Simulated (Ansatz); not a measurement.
**What LaAs (model cell, started as CsCl type) distorts into**

Wanted: the energy along a soft mode of LaAs (model cell, started as CsCl type) and the structure at the end.

Program: Ansatz 0.2.0. Level of theory: DFT PBEsol, scalar-relativistic, plane waves, PAW. Results are calculated unless marked as measured.

The structure was built from a prototype and need not be the compound's stable phase.

### 1. Starting point

Symmetry: Pm-3m, No. 221, cubic system. The conventional cell has a = 3.686 Å, b = 3.686 Å, c = 3.686 Å, α = 90.00°, β = 90.00°, γ = 90.00°. Nearest to La lie 8 As at 3.19 Å. As has 8 La at 3.19 Å nearest. Farther neighbours are not listed.

### 2. Phonons on a q mesh

The cell comes from relaxations at this level that are not shown. Stability and thermal properties need the whole zone. Linear response on a 4×4×4 q mesh gives force constants as far as a supercell of that size would.

Contents of input.yaml:

```yaml
crystal:
  lattice:
    - [3.6857417172, 0.0, 0.0]
    - [0.0, 3.6857417172, 0.0]
    - [0.0, 0.0, 3.6857417172]
  atoms:
    - { symbol: La, position: [0.0, 0.0, 0.0] }
    - { symbol: As, position: [0.5, 0.5, 0.5] }
kpoints:
  mp_grid: { grid: [12, 12, 12] }
hamiltonian:
  xc: pbesol
scf:
  occupations: { method: methfessel_paxton, width: 0.15 }
output:
  eigenvalues: true
phonons:
  method: dfpt
  qmesh: [4, 4, 4]
  temperatures: { t_max: 1000, t_step: 50 }
  qpath:
    path:
      - [[0.0, 0.0, 0.0], [0.0, 0.5, 0.0], [0.5, 0.5, 0.0], [0.0, 0.0, 0.0], [0.5, 0.5, 0.5], [0.0, 0.5, 0.0]]
      - [[0.5, 0.5, 0.5], [0.5, 0.5, 0.0]]
    npoints: 10
```

Run with:

```
> ansatz run input.yaml --threads 4 --pin off --max-ram 7168MiB --backend cpu --events-out ev --progress --plain --runs-dir out
```

Numbers of over 12 decimals in the logs are rounded to 6 here.

Output:

```text
Engine: ansatz 0.2.0, aarch64-unknown-linux-gnu
Pseudopotentials: kind: paw
Pseudopotential: La, paw, valence charge 11, recommended cutoff 420 eV (normal), La.paw.azcp
Pseudopotential: As, paw, valence charge 15, recommended cutoff 420 eV (normal), As.paw.azcp
Functional definition: PBEsol
  exchange = pbesol_x
  correlation = pbesol_c
Crystal: 2 atoms, lattice volume = 50.070 Å³
Basis set: ecut = 420 eV, 949 PW (Γ), exchange–correlation on 50×50×50 points (8 copies of the dense FFT grid, shifted against one another)
Bands: 17, of which v1, the nominal top of the filled ones, is band 13 counted from 1 (12 counted from 0)
Symmetry: 48 space group operations
k-points: 84 of 1728
Non-local potential: La, projectors of the file, l = 0: 3, l = 1: 2, l = 2: 2, l = 3: 3
Non-local potential: As, projectors of the file, l = 0: 2, l = 1: 2, l = 2: 3, l = 3: 1
PAW form: soft (Blöchl's): semilocal exchange-correlation on the pseudo side does not see the compensation charge
PAW frozen core: La, regenerated for the run's functional, and the local potential with it (the file was generated under x = pbe(κ = 0.804, μ = 0.219515), c = pbe(β = 0.066725))
PAW frozen core: As, regenerated for the run's functional, and the local potential with it (the file was generated under x = pbe(κ = 0.804, μ = 0.219515), c = pbe(β = 0.066725))
PAW one-centre angular grid: La, 590 points (default); XC on 64 Gauss nodes
PAW one-centre angular grid: As, 590 points (default); XC on 64 Gauss nodes
Initial density: superposition of atomic densities (neutral atoms: chi_scale 0, normalization atom), corrected by the library's trained network
Initial wavefunctions: pseudopotential atomic-orbital guess
Functional: x = pbesol(κ = 0.804, μ = 0.123457), c = pbesol(β = 0.046)
SCF iter   1: F=—  HF=-10976.752201 eV  |F-HF|=—  |Δ(HF+E_count)|=         —  Δρ=6.35e-3  dr2=2.94e-2  ethr=1.77e-3  ⟨swp⟩=4.0  Hψ=5591  notcnv=0
preconditioner: auto → Kerker (q_TF=auto, 2.446 Å⁻¹)  [metal: Δε(μ)=0.045 eV  Ē_g=10.908 eV  σ=0.150 eV  W_gap=0.25  n_scr=18 (ndim 8)  ℏωp=19.6 eV  f_vac=0.000  D(μ)=0.83/eV (n_scr^D=6)]
SCF iter   2: F=—  HF=-10976.747046 eV  |F-HF|=—  |Δ(HF+E_count)|=   5.15e-3  S|Δr|=    0.00e0  Δρ=3.67e-3  dr2=9.01e-3  ethr=1.13e-4  ⟨swp⟩=1.0  Hψ=2100  notcnv=0
SCF iter   3: F=—  HF=-10976.745319 eV  |F-HF|=—  |Δ(HF+E_count)|=   1.73e-3  S|Δr|=    0.00e0  Δρ=7.61e-4  dr2=3.37e-4  ethr=3.47e-5  ⟨swp⟩=2.1  Hψ=2837  notcnv=0
SCF iter   4: F=—  HF=-10976.745126 eV  |F-HF|=—  |Δ(HF+E_count)|=   1.93e-4  S|Δr|=    0.00e0  Δρ=4.57e-4  dr2=7.58e-5  ethr=1.30e-6  ⟨swp⟩=2.0  Hψ=2518  notcnv=0
SCF iter   5: F=—  HF=-10976.745145 eV  |F-HF|=—  |Δ(HF+E_count)|=   1.91e-5  S|Δr|=    0.00e0  Δρ=9.17e-5  dr2=3.26e-6  ethr=2.92e-7  ⟨swp⟩=2.1  Hψ=2493  notcnv=0
SCF iter   6: F=—  HF=-10976.745144 eV  |F-HF|=—  |Δ(HF+E_count)|=   8.91e-7  S|Δr|=    0.00e0  Δρ=2.47e-5  dr2=1.79e-7  ethr=1.25e-8  ⟨swp⟩=2.0  Hψ=2482  notcnv=0
SCF iter   7: F=—  HF=-10976.745144 eV  |F-HF|=—  |Δ(HF+E_count)|=   3.69e-7  S|Δr|=    0.00e0  Δρ=2.49e-6  dr2=1.96e-9  ethr=6.88e-10  ⟨swp⟩=2.4  Hψ=2238  notcnv=0
SCF iter   8: F=—  HF=-10976.745144 eV  |F-HF|=—  |Δ(HF+E_count)|=  8.26e-10  S|Δr|=    0.00e0  Δρ=4.35e-7  dr2=8.89e-11  ethr=7.52e-12  ⟨swp⟩=2.0  Hψ=1833  notcnv=0
SCF iter   9: F=—  HF=-10976.745144 eV  |F-HF|=—  |Δ(HF+E_count)|=  7.28e-12  S|Δr|=    0.00e0  Δρ=1.02e-7  dr2=2.62e-12  ethr=1.00e-12  ⟨swp⟩=6.0  Hψ=6714  notcnv=0
SCF iter  10: F=-10976.745144 eV  HF=-10976.745144 eV  |F-HF|=1.82e-12  |Δ(HF+E_count)|=    0.00e0  S|Δr|=    0.00e0  Δρ=2.50e-8  dr2=2.57e-13  ethr=1.00e-12  ⟨swp⟩=5.2  Hψ=5608  notcnv=0
SCF 1 converged in 10 iterations: F = -10976.745144 eV  dr2 = 2.57e-13
  greatest PAW one-centre occupation: 0.999 electrons in one spin orbital (limit 2), on the As atom at site 1 (counted from 0), in its partial waves of l = 2
Initial density: read from a saved state, or passed on in memory by an earlier SCF of this step, an earlier step, the calling program or the single point that the run made first
iter 1 solved again at ethr=3.30e-8 eV; its pass at ethr=3.10e-3 eV (dr2=8.59e-6 eV) is discarded
SCF iter   1: F=—  HF=-10976.745144 eV  |F-HF|=—  |Δ(HF+E_count)|=         —  Δρ=2.49e-7  dr2=2.30e-11  ethr=3.30e-8  ⟨swp⟩=3.1  Hψ=10355  notcnv=0
eigensolver tolerance schedule: the retry pair's looser diagonalisation over-reported the residual by 373656.80 of it (diagonalisation noise at an unbounded share of the residual, at the tolerance the schedule requests for it); recorded, not acted on — ethr = c·dr2/N_el stays at c = 1.0e-1
preconditioner: auto → Kerker (q_TF=auto, 2.446 Å⁻¹)  [metal: Δε(μ)=0.028 eV  Ē_g=10.884 eV  σ=0.150 eV  W_gap=0.16  n_scr=18 (ndim 8)  ℏωp=19.6 eV  f_vac=0.000  D(μ)=1.05/eV (n_scr^D=6)]
SCF iter   2: F=—  HF=-10976.745144 eV  |F-HF|=—  |Δ(HF+E_count)|=   1.90e-8  S|Δr|=    0.00e0  Δρ=1.67e-7  dr2=2.01e-11  ethr=1.00e-12  ⟨swp⟩=3.2  Hψ=3657  notcnv=0
SCF iter   3: F=—  HF=-10976.745144 eV  |F-HF|=—  |Δ(HF+E_count)|=  3.27e-11  S|Δr|=    0.00e0  Δρ=9.75e-8  dr2=5.22e-12  ethr=1.00e-12  ⟨swp⟩=2.2  Hψ=4251  notcnv=0
SCF iter   4: F=-10976.745144 eV  HF=-10976.745144 eV  |F-HF|=3.64e-12  |Δ(HF+E_count)|=  9.09e-12  S|Δr|=    0.00e0  Δρ=5.54e-8  dr2=1.31e-12  ethr=1.00e-12  ⟨swp⟩=3.0  Hψ=3255  notcnv=0
SCF 2 converged in 4 iterations: F = -10976.745144 eV  dr2 = 1.31e-12
phonons: the bands overlap, so this run is a metal and interpolates without the dipole-dipole term. If the crystal is really an insulator or semiconductor, its LO-TO splitting is missing
NSCF: frozen V_eff on 84 k-points
WARN: eigensolver did not converge in 3 slots of this pass, the one above among them; of largest residual over every band (k=44): 1 band(s) unlocked (lowest unlocked band 16, counted from 0; max residual 2.07e-5 eV among the unlocked bands, 2.07e-5 eV over every band); of lowest unlocked band (k=44): band 16
NSCF: frozen V_eff on 196 k-points
DFPT response loops at q = (0, 0, 0) (fractional): preconditioner auto → Kerker (q_TF=auto, 2.446 Å⁻¹) (partly filled bands, converged f_vac=0.000); β = 1.00, the filter's whole step (`scf.mixing.beta` (0.50) is not read by the response loops under this deck's `scf.mixing.preconditioner`; to damp them name `kerker` or `kerker_dos`, under which they read `scf.mixing.beta`, and type it under 1.00, their step now; both keys bind the ground state too); Broyden in place of MSR1
NSCF: frozen V_eff on 1176 k-points
DFPT response loops at q = (0, 0, 0.25) (fractional): mixed as the last ones told, above
NSCF: frozen V_eff on 686 k-points
DFPT response loops at q = (0, 0, -0.5) (fractional): mixed as the last ones told, above
NSCF: frozen V_eff on 2016 k-points
DFPT response loops at q = (0, 0.25, 0.25) (fractional): mixed as the last ones told, above
NSCF: frozen V_eff on 1176 k-points
DFPT response loops at q = (0, 0.25, -0.5) (fractional): mixed as the last ones told, above
NSCF: frozen V_eff on 686 k-points
DFPT response loops at q = (0, -0.5, -0.5) (fractional): mixed as the last ones told, above
NSCF: frozen V_eff on 1872 k-points
DFPT response loops at q = (0.25, 0.25, 0.25) (fractional): mixed as the last ones told, above
NSCF: frozen V_eff on 2016 k-points
DFPT response loops at q = (0.25, 0.25, -0.5) (fractional): mixed as the last ones told, above
NSCF: frozen V_eff on 1176 k-points
DFPT response loops at q = (0.25, -0.5, -0.5) (fractional): mixed as the last ones told, above
NSCF: frozen V_eff on 392 k-points
DFPT response loops at q = (-0.5, -0.5, -0.5) (fractional): mixed as the last ones told, above
SCF converged after 10 iterations
Stability not checked: this state was not tested for a lower state beside it, because cold or Methfessel-Paxton smearing, or corrected tetrahedra, fill the levels in a way that the test cannot read (fill_not_monotonic; see scf.lower_state_search)
Free energy (F): -10976.745144 eV
Harris-Foulkes:  -10976.745144 eV  (|F-HF|=1.82e-12)
Internal energy: -10976.745759 eV  (E = F + TS)
E sigma→0 (E₀):  -10976.745298 eV
Entropy (-TS):   0.000615 eV (0.308 meV/atom)
Fermi energy:    12.564583 eV
--- Per-component energies (eV) ---
  E_band       = -209.801308
  E_kinetic    = 297.164097
  E_local      = -1985.300614  (includes V_loc(G=0)·N_el)
  E_nonlocal   = -569.719621
  E_hartree    = 1055.798150
  E_xc         = -218.145899
  E_vxc        = -228.003235  (∫ρ·V_xc dr)
  E_paw        = -7123.037761  (= ΣΔE_a)
  E_vpaw       = 164.461748  (= ΣTr[D̂ρ^β])
  E_aug_tail   = 0.000007  (compensation charges beyond the density's cutoff)
  E_ewald      = -2434.640055
  E_core_change = 1.135938  (= ΣΔE_core)
  E_smearing   = 0.000615  (= −TS)
  E_closure    = 0.000000  (closes the sum)
  Σ components = -10976.745144   (vs F -10976.745144, Δ=0.00e0)
--- Band table (eV; the first three rows and the last of 84) ---
  k-point 0: bands = [... 9 lower, 1.7949, 11.7315, 11.7315, 12.8529, 12.8529, 12.8529, 14.7764, 14.7764]
  k-point 1: bands = [... 9 lower, 1.8968, 11.5574, 11.7775, 12.7756, 12.7756, 12.8426, 14.7553, 14.7754]
  k-point 2: bands = [... 9 lower, 2.1711, 10.8877, 11.9109, 12.5617, 12.5617, 13.1861, 14.6903, 14.7742]
  k-point 83: bands = [... 9 lower, 3.7399, 8.5808, 8.5808, 8.5808, 14.8044, 14.8044, 14.8044, 15.1147]
--- Phonons (Γ-DFPT): 2 representative perturbations + reference (Σ response iterations 6) ---
  ASR residual: 2.592e-5 → 0.000e0 eV/Å²; symmetrization residual: 1.319e-6 eV/Å²
  ASR residual per site (eV/Å²): 2.59e-5 8.17e-6
  Γ frequencies (cm⁻¹): 0.00 0.00 0.00 87.64 87.64 87.64
--- Phonons (arbitrary-q DFPT): 10 irreducible q on the 4×4×4 mesh ---
  q = [0.0000, 0.0000, 0.0000] (star 1, of the zone-centre solve; hermiticity 1.92e-6, symmetrization 6.17e-11): -0.00 0.00 0.00 87.64 87.64 87.64
  q = [0.0000, 0.0000, 0.2500] (star 6, 4 solved perturbations in 1848 linear systems a pass and spin channel, the states on 588 of 1728 k-point pairs; hermiticity 4.51e-7, symmetrization 3.97e-13): -46.60 -46.60 84.01 97.17 97.17 149.35
  q = [0.0000, 0.0000, -0.5000] (star 3, 4 solved perturbations in 1078 linear systems a pass and spin channel, the states on 343 of 1728 k-point pairs; hermiticity 5.95e-14, symmetrization 6.16e-12): -63.36 -63.36 103.77 103.77 118.95 169.19
  q = [0.0000, 0.2500, 0.2500] (star 12, 4 solved perturbations in 3108 linear systems a pass and spin channel, the states on 1008 of 1728 k-point pairs; hermiticity 3.87e-7, symmetrization 4.08e-13): -64.81 65.86 77.29 94.73 137.37 147.36
  q = [0.0000, 0.2500, -0.5000] (star 12, 6 solved perturbations on 588 of 1728 k-point pairs; hermiticity 8.63e-7, symmetrization 1.22e-13): -67.49 66.49 87.53 102.05 137.80 159.36
  q = [0.0000, -0.5000, -0.5000] (star 3, 4 solved perturbations in 1078 linear systems a pass and spin channel, the states on 343 of 1728 k-point pairs; hermiticity 7.53e-7, symmetrization 1.06e-12): -70.05 62.24 91.58 91.58 157.10 157.10
  q = [0.2500, 0.2500, 0.2500] (star 8, 2 solved perturbations on 936 of 1728 k-point pairs; hermiticity 7.64e-7, symmetrization 6.69e-12): 68.34 68.34 72.91 135.56 135.56 139.17
  q = [0.2500, 0.2500, -0.5000] (star 12, 4 solved perturbations in 3108 linear systems a pass and spin channel, the states on 1008 of 1728 k-point pairs; hermiticity 9.60e-7, symmetrization 8.33e-13): 59.81 68.86 92.99 130.55 131.40 154.31
  q = [0.2500, -0.5000, -0.5000] (star 6, 4 solved perturbations in 1848 linear systems a pass and spin channel, the states on 588 of 1728 k-point pairs; hermiticity 1.05e-6, symmetrization 4.92e-13): 65.55 92.95 92.95 113.72 146.94 146.94
  q = [-0.5000, -0.5000, -0.5000] (star 1, 2 solved perturbations on 196 of 1728 k-point pairs; hermiticity 7.24e-14, symmetrization 1.59e-11): 102.45 102.45 102.45 142.05 142.05 142.05
  sum rule: each row above includes the acoustic sum rule's correction from the zone centre's row sums; it moved no ω² by more than (0.23 cm⁻¹)²
  mesh force constants: q→R imaginary residual 2.43e-18; ASR residual 2.592e-5 → 0.000e0 eV/Å²; symmetrization residual 2.887e-15 eV/Å²
  interpolated dispersion: 62 rows × 6 modes
  density of states and harmonic sums: on the 20×20×20 q-mesh, interpolated from the force constants of a 4×4×4 supercell (no non-analytic term)
  largest difference from the sums on the solved wave vectors: F 1.13e-2 eV, S 2.20e-5 and C_V 1.07e-5 eV/K
  zero-point energy: 0.034329 eV/cell   skipped modes (ω ≤ 0): 253, of them read as no rigid motion or as one in doubt: 250 (8.734e-1 modes/cell left out, lowest -70.81 cm⁻¹)   left out of the sums: 1.46e-1 of the cell's modes: C_V's classical limit lies that fraction below 3 k_B per atom; for a crystal, a wire or a layer, F and S can be off by more, and a phonons.interpolated_qmesh denser along its periods is the remedy for the sampling
```

It took 7.7 min on 4 threads of Arm Neoverse V2, shared host; peak memory 2.5 GiB.

In the SCF lines HF is the Harris–Foulkes energy and dr2 the Hartree energy of the density residual, in eV; the loop may stop once dr2 is under the threshold and the program's other checks hold. Hψ counts applications of the Hamiltonian.

Numbers from this step:

```
volume per atom                                         : 25.03 Å³
gap on the k-mesh                                       : 0 eV
sum-rule residual before enforcement                    : 2.59e-5 eV/Å²
lowest frequency on the path                            : -70.81 cm⁻¹
point group                                             : m-3m
highest frequency on the path or at a solved wavevector : 169.2 cm⁻¹
highest optical mode at the zone centre (no LO-TO term) : 87.64 cm⁻¹
lowest optical zone-centre mode                         : 87.64 cm⁻¹
lowest mode on the q mesh (acoustic modes at Γ apart)   : -70.05 cm⁻¹
```

Frequencies (cm⁻¹) solved at each irreducible wavevector; negative means imaginary. Frequencies by wavevector, by row:

```csv
q in reciprocal lattice units,star,mode 1,mode 2,mode 3,mode 4,mode 5,mode 6
0 0 0,1,0,0,0,87.6,87.6,87.6
0 0 0.25,6,-46.6,-46.6,84,97.2,97.2,149.3
0 0 -0.5,3,-63.4,-63.4,103.8,103.8,119,169.2
0 0.25 0.25,12,-64.8,65.9,77.3,94.7,137.4,147.4
0 0.25 -0.5,12,-67.5,66.5,87.5,102,137.8,159.4
0 -0.5 -0.5,3,-70,62.2,91.6,91.6,157.1,157.1
0.25 0.25 0.25,8,68.3,68.3,72.9,135.6,135.6,139.2
0.25 0.25 -0.5,12,59.8,68.9,93,130.6,131.4,154.3
0.25 -0.5 -0.5,6,65.5,93,93,113.7,146.9,146.9
-0.5 -0.5 -0.5,1,102.5,102.5,102.5,142.1,142.1,142.1
```

Interpolated from a 4×4×4 q mesh. Phonon branches along the path, in cm⁻¹:

```csv
point,branch 1,branch 2,branch 3,branch 4,branch 5,branch 6
Γ,0,0,0,88,88,88
halfway,-47,-47,84,97,97,149
X,-63,-63,104,104,119,169
halfway,-68,66,88,102,138,159
M,-70,62,92,92,157,157
halfway,-65,66,77,95,137,147
Γ,0,0,0,88,88,88
halfway,68,68,73,136,136,139
R,102,102,102,142,142,142
halfway,60,69,93,131,131,154
X,-63,-63,104,104,119,169
jump to R,102,102,102,142,142,142
halfway,66,93,93,114,147,147
M,-70,62,92,92,157,157
```

The phonon branches as a text plot (rows in cm⁻¹):

```
    164 |     ******                                  ****
    154 |   **      *********                      ***        ***
    144 |           *      ****          **********       ****
    134 |          *         *         *****     ****      *
    124 |  *      *           **     ***             ***    *
    114 |      ***             *    ***               ****   *
    104 | *  *******            *   *        ****      ****
     94 |* ***    **************** *       ***   ******    ******
     84 |** *       **   **      **      ***      **        * *
     74 |           **   * ***          *          *           *
     64 |             ***    **         *           *        *  *
     54 |  *                  *        *
     44 |          *           *                     *
     34 | *                     *    **
     24 |*                       *  *
     14 |                        * *
      4 |                         *
     -6 |*
    -16 | *       *              *                    *
    -26 |  *                    *                     *       *
    -36 |
    -46 |   *                  *                       *
    -56 |    **  *            *                         *      *
    -66 |      ***************                           *      *
         Γ      X      M          Γ            R        X|R     M
```

Symmetry leaves 10 wavevectors to solve. The lowest mode among them, the acoustic zeros apart, lies at q = (0, -0.5, -0.5) and is imaginary, 70.0i cm⁻¹, so the energy falls along it.

### 3. The mode frozen in, largest atomic shift 0 Å

The mode followed lies at q = (0, 0.25, -0.5) with frequency 67.5i cm⁻¹, one of the unstable modes though not the softest. At small amplitude the distorted cell has space group no. 67 by a symmetry search on the positions. The undistorted cell that holds it gives the zero of energy on the same k mesh.

System of this step: LaAs (model cell, started as CsCl type). It takes space group Pm-3m (No. 221, cubic). The conventional cell has a = 3.686 Å, b = 3.686 Å, c = 3.686 Å, α = 90.00°, β = 90.00°, γ = 90.00°. Nearest to La lie 8 As at 3.19 Å. Nearest to As lie 8 La at 3.19 Å. Farther neighbours are not listed.

Contents of input.yaml:

```yaml
crystal:
  lattice:
    - [-3.6857417172, 0.0, 0.0]
    - [0.0, 0.0, -7.3714834344]
    - [0.0, -7.3714834344, -3.6857417172]
  atoms:
    - { symbol: La, position: [1.0, 0.0, 0.0] }
    - { symbol: La, position: [1.0, 0.5, 0.0] }
    - { symbol: La, position: [1.0, 0.75, 0.5] }
    - { symbol: La, position: [1.0, 0.25, 0.5] }
    - { symbol: As, position: [0.5, 0.625, 0.25] }
    - { symbol: As, position: [0.5, 0.125, 0.25] }
    - { symbol: As, position: [0.5, 0.375, 0.75] }
    - { symbol: As, position: [0.5, 0.875, 0.75] }
kpoints:
  mp_grid: { grid: [8, 6, 6] }
hamiltonian:
  xc: pbesol
scf:
  occupations: { method: methfessel_paxton, width: 0.15 }
output:
  forces: true
  stress: true
  eigenvalues: true
```

Output:

```text
[...]
Crystal: 8 atoms, lattice volume = 200.279 Å³
Basis set: ecut = 420 eV, 3885 PW (Γ), exchange–correlation on 50×100×120 points (8 copies of the dense FFT grid, shifted against one another)
Bands: 63, of which v1, the nominal top of the filled ones, is band 52 counted from 1 (51 counted from 0)
Symmetry: 32 space group operations
[...]
k-points: 65 of 288
[...]
k-point 0: bands = [... 48 lower, 11.7329, 12.2166, 12.2166, 12.6904, 12.8494, 12.8498, 12.8503, 13.2886, ... 7 higher]
  k-point 1: bands = [... 48 lower, 11.7868, 11.9457, 12.5515, 12.5917, 12.7721, 12.7731, 12.8406, 13.0541, ... 7 higher]
  k-point 2: bands = [... 48 lower, 11.9858, 11.9863, 12.3660, 12.5585, 12.5593, 12.7896, 12.7926, 12.8689, ... 7 higher]
  k-point 64: bands = [... 48 lower, 10.8943, 11.4620, 12.0764, 12.2664, 13.3138, 13.9440, 14.1497, 14.2063, ... 7 higher]
[key lines of the parts left out:]
SCF converged after 7 iterations
Free energy (F): -43906.983857 eV
Fermi energy:    12.581075 eV
P = ⅓ Tr σ = -0.0306 GPa (-0.306 kbar)
```

Elapsed: 12 s, on 4 threads; peak memory 0.99 GiB; 48 s of CPU time.

Numbers from this step:

```
pressure                         : -0.03061 GPa
energy from the undistorted cell : 0 meV/atom
```

The run ends at a pressure of -0.03 GPa.

(Continued in part 2 of 3.)

[Logs are printed without paths, hosts, clocks, repeated set-up lines and the standing remarks that a program may print on its own settings, such as how far it seeks lower states.]

[Hosts, paths, dates, database ids (printed as entryN), source tags and the programs' standing remarks are cut or masked in the printed files.]
